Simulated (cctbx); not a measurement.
**A disordered crystal of nominal CdCoCl2F2**

Cell a = 4.6210 Å, b = 15.9260 Å, c = 6.3490 Å, α = 90.00°, β = 90.00°, γ = 90.00°; space group Cmc2_1 (no. 36); nominal formula CdCoCl2F2.

Simulated single-crystal data (cctbx): Mo Kα, λ = 0.71073 Å, to d = 0.84 Å, 70 % of the full sphere, strongest reflection 70000 counts, noise from counting, a 4 % proportional error and a noise floor of 2 counts (s.d.); no absorption.

With every site full:

```text
Rint 0.028, 459 unique reflections to 0.84 A
cycle     R1     wR2    GooF  max shift (A)
   1  0.0590  0.1873   6.302   0.00468
   2  0.0127  0.0319   1.072   0.00027
final R1 0.0127 wR2 0.0319 GooF 1.072  parameters 36  data/parameter 12.8
atom        x        y        z      Ueq    occ   su(xyz)  su(Uiso or U11)
Cd1    0.00000  0.85039  0.46424   0.0223  1.000  0.00004  0.0002
Co1    0.50000  0.91221  0.99747   0.0231  1.000  0.00010  0.0002
Cl1    0.50000  0.97260  0.32479   0.0372  1.000  0.00023  0.0005
Cl2    0.00000  0.66604  0.23860   0.0308  1.000  0.00019  0.0006
F2     0.50000  0.57744  0.50623   0.0357  1.000  0.00054  0.0011
F3     0.00000  0.70026  0.71222   0.0275  1.000  0.00042  0.0012
difference map: max 0.34 min -0.25 rms 0.08
Q1    0.1803  0.3485  0.4527    8    0.36  1.48 A from Cd1
Q2    0.0000  0.0616  0.4710    4    0.31  0.34 A from F2
Q3    0.0000  0.2822  0.6560    4    0.29  0.98 A from Cl2
Q4    0.0000  0.2708  0.9783    4    0.27  1.55 A from F3
Q5    0.1045  0.1919  0.9776    8    0.26  0.83 A from Cd1
Q6    0.0000  0.2756  0.3016    4    0.26  0.69 A from F3
```

With the occupancies of the suspect sites free, each still typed as its main element:

```text
Rint 0.028, 459 unique reflections to 0.84 A
cycle     R1     wR2    GooF  max shift (A)
   1  0.1038  0.2496   8.421   0.00075
  11  0.0122  0.0285   0.961   0.00010
final R1 0.0122 wR2 0.0284 GooF 0.959  parameters 38  data/parameter 12.1
atom        x        y        z      Ueq    occ   su(xyz)  su(Uiso or U11)
Cd1    0.00000  0.85041  0.46426   0.0224  1.000  0.00004  0.0001
Co1    0.50000  0.91226  0.99750   0.0231  1.000  0.00009  0.0002
Cl1    0.50000  0.97267  0.32473   0.0357  0.975  0.00021  0.0005
Cl2    0.00000  0.66593  0.23844   0.0309  1.000  0.00018  0.0005
F2     0.50000  0.57730  0.50616   0.0358  1.000  0.00048  0.0010
F3     0.00000  0.70005  0.71223   0.0289  1.019  0.00038  0.0012
su of occupancy Cl1: 0.004
su of occupancy F3: 0.008
difference map: max 0.35 min -0.24 rms 0.08
Q1    0.1808  0.3483  0.4538    8    0.36  1.48 A from Cd1
Q2    0.0000  0.2798  0.6611    4    0.28  0.99 A from Cl2
Q3    0.0989  0.1931  0.9781    8    0.26  0.83 A from Cd1
Q4    0.0000  0.2709  0.9802    4    0.25  1.54 A from F3
Q5    0.0000  0.0631  0.4709    4    0.25  0.32 A from F2
Q6    0.0000  0.2761  0.2963    4    0.24  0.66 A from F3
```

**Question.** What is the disorder?

X-rays count electrons. Cl1 refines to 0.975(0.004), or 16.6 electrons; the site truly holds 0.95 Cl and 0.05 F, 16.6 electrons, which is 0.976 of Cl; F3 refines to 1.019(0.008), or 9.2 electrons; the site truly holds 0.95 F and 0.05 Cl, 9.4 electrons, which is 1.044 of F. A value under 1 can't tell vacancies from a lighter guest, and one over 1 needs a heavier guest; chemistry or a second radiation must settle which. Occupancy correlates with U and the scale, and the two elements' form factors differ in shape, so the match is approximate.

Freeing them takes R1 from 0.0127 to 0.0122 and GooF from 1.07 to 0.96.

The model was made for the exercise: a known structure type with other elements put in, its volume estimated, not relaxed; displacement parameters are assumed.

[Middle refinement cycles are left out of these outputs.]

[Logs are printed without paths, hosts, clocks, repeated set-up lines and the standing remarks that a program may print on its own settings, such as how far it seeks lower states.]
